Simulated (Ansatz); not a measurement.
G0W0 rungs for SnO2 (Cassiterite).

Symmetry: P4_2/mnm, No. 136, tetragonal system. The conventional cell has a = 4.738 Å, b = 4.738 Å, c = 3.187 Å, α = 90.00°, β = 90.00°, γ = 90.00°. Nearest to Sn lie 6 O at 2.05 to 2.06 Å. O has 3 Sn at 2.05 to 2.06 Å nearest. Farther neighbours and most contacts between anions are not listed.

```yaml
crystal:
  lattice:
    - [4.73800, 0.00000, 0.00000]
    - [0.00000, 4.73800, 0.00000]
    - [0.00000, 0.00000, 3.18650]
  atoms:
    - { symbol: Sn, position: [0.00000, 0.00000, 0.00000] }
    - { symbol: Sn, position: [0.50000, 0.50000, 0.50000] }
    - { symbol: O, position: [0.30710, 0.30710, 0.00000] }
    - { symbol: O, position: [0.19290, 0.80710, 0.50000] }
    - { symbol: O, position: [0.69290, 0.69290, 0.00000] }
    - { symbol: O, position: [0.80710, 0.19290, 0.50000] }
```

The cell and positions come from the Crystallography Open Database and are kept as given unless a step says otherwise. PAW set soft_2, made with PBE.

Runs so far (Ansatz 0.2.0, start PBE, default PAW files, 4×4×6 mesh). Times are wall times on 1 × NVIDIA H100 80GB HBM3 (shared by 3 runs) with 3 threads of AMD EPYC 7R13 (Zen 3), shared host, good to a factor of about two.

```csv
bands summed,cutoff (eV),gap on the mesh (eV),time
119,69,2.736,13 s
289,138,2.788,26 s
```

Question: What should the next rung give, with 592 bands and screening to 230 eV, and where is the limit?

The error falls about as one over the bands when the cutoff rises with them. A line through the two highest rungs given predicts 2.807 eV; the run gave 2.845 eV, a miss of 0.038 eV, so the law fails here: the steps don't follow it yet. The two highest rungs put the limit near 2.899 eV, the pair below near 2.824 eV; neither can be trusted until a further rung is run.

Gaps are over the mesh's points; an edge off the mesh would be missed. Limits: not at the basis limit; no spin-orbit coupling.

[Paths, hosts, dates, memory and timing lines, banners, echoed tables and standing remarks are left out of the program output.]

[Logs are printed without paths, hosts, clocks, repeated set-up lines and the standing remarks that a program may print on its own settings, such as how far it seeks lower states.]

[Runs of the session that timed out or met a known fault of the program may be left out.]

[Cells called generated may have been cut or substituted from an entry of the Crystallography Open Database or the Materials Project.]

[Hosts, paths, dates, database ids (printed as entryN), source tags and the programs' standing remarks are cut or masked in the printed files.]
